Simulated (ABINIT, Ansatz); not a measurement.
Planning a run of ABINIT 10.8.3 on ScHO2 (R-3m). The input:

```
acell 3*1.0 Angstrom
rprim 
  1.616589043500 0.933338119408 4.530924155205
  -1.616589043500 0.933338119408 4.530924155205
  0.000000000000 -1.866676238893 4.530924155189
ntypat 3
znucl 21 1 8
natom 4
typat 1 2 3 3
xred 
  0.000000000000 0.000000000000 0.000000000000
  0.500000000000 0.500000000000 0.500000000000
  0.589701000000 0.589701000000 0.589701000000
  0.410299000000 0.410299000000 0.410299000000
pp_dirpath "pseudos"
pseudos "Sc.upf, H.upf, O.upf"
ecut 36
ngkpt 4 4 4
nshiftk 1
shiftk 0 0 0
kptopt 1
chksymbreak 0
irdden 1
istwfk *1
nband 142
prtvol 0
optdriver 6
gwr_task "HDIAGO"
paral_kgb 0
occopt 1
indata_prefix "in"
outdata_prefix "out"
tmpdata_prefix "tmp"
```

```sh
OMP_NUM_THREADS=1 mpirun -n 4 abinit run.abi > log
```

Question: How long will it take on 4 MPI ranks of Arm Neoverse N1, shared host, and how much memory?

It took 2.2 min; on shared hardware allow 65 s to 4.3 min. Peak host memory was 2.0 GiB.

[Paths, hosts, dates, memory and timing lines, banners, echoed tables and standing remarks are left out of the program output.]

[Logs are printed without paths, hosts, clocks, repeated set-up lines and the standing remarks that a program may print on its own settings, such as how far it seeks lower states.]

[Runs of the session that timed out or met a known fault of the program may be left out.]

[Hosts, paths, dates, database ids (printed as entryN), source tags and the programs' standing remarks are cut or masked in the printed files.]

[G0W0 gaps are taken among the corrected bands and points alone; a level outside them can change the order at an edge.]

[Where Ansatz stands beside ABINIT at settings called matched, ABINIT's density can come from a denser mesh and the files from another edition; pairs whose starting gaps differed by over 0.03 eV were left out, so agreement reads better than it is.]
